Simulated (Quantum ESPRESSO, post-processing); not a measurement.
# Terminations of Ge(111) and their dipole steps, part 5 of 5

Aim: how each group bound to the top atoms of Ge(111) shifts the vacuum level against a hydrogen-covered face.

Quantum ESPRESSO 7.5; plane-wave DFT, PBE, GBRV ultrasoft pseudopotentials.

So far. Step 5 (SCF with pw.x, Br on top): Inside the slab this potential holds the local part of the pseudopotentials, which can be repulsive at the nuclei; only its value in the vacuum has a meaning of its own. Step 6 (Relaxing the ions, I on top):  On the free atoms the largest force ends at 0.018 eV/Å.

## (7) SCF with pw.x, I on top

I.esm.in

```
&control
  prefix = 'I.esm'
  outdir = './out'
  pseudo_dir = './pseudo'
  calculation = 'scf'
  tprnfor = .true.
/
&system
  ibrav = 0
  nat = 12
  ntyp = 3
  ecutwfc = 40
  ecutrho = 200
  occupations = 'smearing'
  smearing = 'fd'
  degauss = 0.002
  assume_isolated = 'esm'
  esm_bc = 'bc1'
  nbnd = 78
/
&electrons
  conv_thr = 1e-08
  mixing_beta = 0.4
  electron_maxstep = 120
  mixing_mode = 'plain'
/
ATOMIC_SPECIES
  H   1.0080  h_pbe_v1.4.uspp.F.UPF
  Ge  72.6300  ge_pbe_v1.4.uspp.F.UPF
  I   126.9045  i_pbe_v1.uspp.F.UPF
CELL_PARAMETERS angstrom
  4.07293505963451 0.00000000000000 0.00000000000000
  -2.03646752981726 3.52726522960778 0.00000000000000
  0.00000000000000 0.00000000000000 34.23353458976204
ATOMIC_POSITIONS crystal
  H   0.000000000000 0.000000000000 -0.264997669900
  Ge  0.000000000000 0.000000000000 -0.219459175100
  Ge  0.333333333300 0.666666666700 -0.196625749100
  Ge  0.333333333300 0.666666666700 -0.124150692200
  Ge  0.666666666700 0.333333333300 -0.100078304900
  Ge  0.666666666700 0.333333333300 -0.027348757800
  Ge  0.000000000000 0.000000000000 -0.003063086000
  Ge  0.000000000000 0.000000000000 0.069737379200
  Ge  0.333333333300 0.666666666700 0.094072008700
  Ge  0.333333333300 0.666666666700 0.166915241300
  Ge  0.666666666700 0.333333333300 0.190351256700
  I   0.666666666700 0.333333333300 0.264997669900
K_POINTS automatic
  6 6 1 0 0 0
```

The run is started by

```bash
> OMP_NUM_THREADS=1 mpirun -n 4 pw.x -nk 2 -in I.esm.in > I.esm.out
```

Log:

```text
[banner, memory and clock lines left out]
Program PWSCF v.7.5 starts
[...]
Message from routine setup:
[...]
number of electrons       =       148.00
     number of Kohn-Sham states=           78
     kinetic-energy cutoff     =      40.0000  Ry
     charge density cutoff     =     200.0000  Ry
[...]
number of k points=     7  Fermi-Dirac smearing, width (Ry)=  0.0020
[...]
Dense  grid:   158637 G-vectors     FFT dimensions: (  36,  36, 300)
[...]
negative rho (up, down):  4.577E-04 0.000E+00
     Starting wfcs are   95 randomized atomic wfcs
[...]
negative rho (up, down):  1.570E-04 0.000E+00
[...]
estimated scf accuracy    <       0.21058402 Ry
[...]
negative rho (up, down):  9.483E-05 0.000E+00
[...]
estimated scf accuracy    <       0.23978183 Ry
[...]
negative rho (up, down):  5.890E-05 0.000E+00
[...]
estimated scf accuracy    <      36.40988473 Ry
[...]
negative rho (up, down):  1.983E-05 0.000E+00
[...]
estimated scf accuracy    <       0.45657328 Ry
[...]
negative rho (up, down):  3.159E-05 0.000E+00
[...]
estimated scf accuracy    <       0.13540887 Ry
[...]
negative rho (up, down):  4.878E-05 0.000E+00
[...]
estimated scf accuracy    <       0.07670886 Ry
[...]
negative rho (up, down):  6.704E-05 0.000E+00
[...]
estimated scf accuracy    <       0.04991058 Ry
[...]
negative rho (up, down):  7.578E-05 0.000E+00
[...]
estimated scf accuracy    <       0.01709963 Ry
[...]
negative rho (up, down):  8.229E-05 0.000E+00
[...]
estimated scf accuracy    <       0.01758381 Ry
[...]
negative rho (up, down):  1.102E-04 0.000E+00
[...]
estimated scf accuracy    <       0.01598367 Ry
[...]
negative rho (up, down):  1.201E-04 0.000E+00
[...]
estimated scf accuracy    <       0.01016613 Ry
[...]
negative rho (up, down):  1.282E-04 0.000E+00
[...]
estimated scf accuracy    <       0.00480642 Ry
[...]
negative rho (up, down):  1.170E-04 0.000E+00
[...]
estimated scf accuracy    <       0.00039048 Ry
[...]
negative rho (up, down):  1.280E-04 0.000E+00
[...]
estimated scf accuracy    <       0.00037897 Ry
[...]
negative rho (up, down):  1.385E-04 0.000E+00
[...]
estimated scf accuracy    <       0.00029947 Ry
[...]
negative rho (up, down):  1.382E-04 0.000E+00
[...]
estimated scf accuracy    <       0.00045082 Ry
[...]
negative rho (up, down):  1.329E-04 0.000E+00
[...]
estimated scf accuracy    <       0.00033989 Ry
[...]
negative rho (up, down):  1.342E-04 0.000E+00
[...]
estimated scf accuracy    <       0.00009856 Ry
[...]
negative rho (up, down):  1.352E-04 0.000E+00
[...]
estimated scf accuracy    <       0.00000684 Ry
[...]
negative rho (up, down):  1.357E-04 0.000E+00
[...]
estimated scf accuracy    <       0.00001515 Ry
[...]
negative rho (up, down):  1.370E-04 0.000E+00
[...]
estimated scf accuracy    <       0.00000113 Ry
[...]
negative rho (up, down):  1.371E-04 0.000E+00
[...]
estimated scf accuracy    <       0.00000089 Ry
[...]
negative rho (up, down):  1.373E-04 0.000E+00
[...]
estimated scf accuracy    <       0.00000023 Ry
[...]
negative rho (up, down):  1.374E-04 0.000E+00
[...]
estimated scf accuracy    <       0.00000007 Ry
[...]
negative rho (up, down):  1.375E-04 0.000E+00
[...]
estimated scf accuracy    <       0.00000001 Ry
[...]
negative rho (up, down):  1.375E-04 0.000E+00
[...]
the Fermi energy is    -4.5535 ev
!    total energy              =   -2203.31323783 Ry
     estimated scf accuracy    <          6.2E-09 Ry
     smearing contrib. (-TS)   =      -0.00023063 Ry
     internal energy E=F+TS    =   -2203.31300720 Ry
[...]
one-electron contribution =   57902.48962241 Ry
     hartree contribution      =  -28887.03566716 Ry
     xc contribution           =    -631.99390815 Ry
     ewald contribution        =  -30586.77305430 Ry
     convergence has been achieved in  26 iterations
     negative rho (up, down):  1.375E-04 0.000E+00
[...]
Total force =     0.002649     Total SCF correction =     0.000696
[...]
```

It took 3.2 min on 4 MPI ranks of Arm Neoverse V1, shared host; peak memory 1.1 GiB.

This step gave:

- Fermi energy: -4.553 eV
- valence top, on the run's zero: -4.546 eV
- conduction bottom, on the run's zero: -4.546 eV
- gap by band count: 4.83e-9 eV
- vacuum line at the lower end of the cell, over the Fermi level: 4.294 eV
- vacuum line at the upper end of the cell, over the Fermi level: 4.813 eV

By band count these two levels touch or overlap: there is no gap, and they are no band edges.

Inside the slab this potential holds the local part of the pseudopotentials, which can be repulsive at the nuclei; only its value in the vacuum has a meaning of its own.

## (8) The series side by side

Levels by termination, over each slab's highest filled level where it has a gap, else over its Fermi level:

| top group | upper face (eV) | H face (eV) | step (eV) | dipole (D a group) | gap on the mesh (eV) |
| --- | --- | --- | --- | --- | --- |
| H | 4.39 | 4.39 | +0.00 | -0.00 | 0.17 |
| Br | 5.53 | 4.32 | +1.20 | -0.46 | 0.05 |
| I | 4.81 | 4.29 | +0.52 | -0.20 | none |

## (9) Worked from the printed numbers

For Br: p = −Δφ A/180.95 = −(+1.205) × 14.366/180.95 = -0.0957 e Å = -0.46 D a group, counted against the H face.

## (10) Results

| Property | Result |
| --- | --- |
| step from the H face to the H face | +0.00 eV |
| step from the H face to the Br face | +1.20 eV |
| step from the H face to the I face | +0.52 eV |

The steps run from +0.00 eV (H) to +1.20 eV (Br) (PBE, GBRV ultrasoft). Under H, Br and I a band edge lies within 0.08 eV of the Fermi level, so charge can pass between the faces and pin the step; it then doesn't measure the group's dipole alone. Under Br and I the slab's gap shrinks below 60 % of the largest, so that slab's zero need not be the host's valence top. Every top site is taken in a 1×1 cell, which crowds large groups and fixes their orientation. The levels themselves carry the confinement of a thin slab and the errors of a semilocal functional. Spin-orbit coupling is left out; depending on the atoms that carry the levels of interest, it can split and shift them by tens to hundreds of meV.

[Logs are printed without paths, hosts, clocks, repeated set-up lines and the standing remarks that a program may print on its own settings, such as how far it seeks lower states.]

[Hosts, paths, dates, database ids (printed as entryN), source tags and the programs' standing remarks are cut or masked in the printed files.]

[Maps of the electrostatic potential energy from Ansatz leave out the sawtooth potential of an applied field or a dipole correction, so their vacuum need not be flat; planar profiles and work functions include it.]
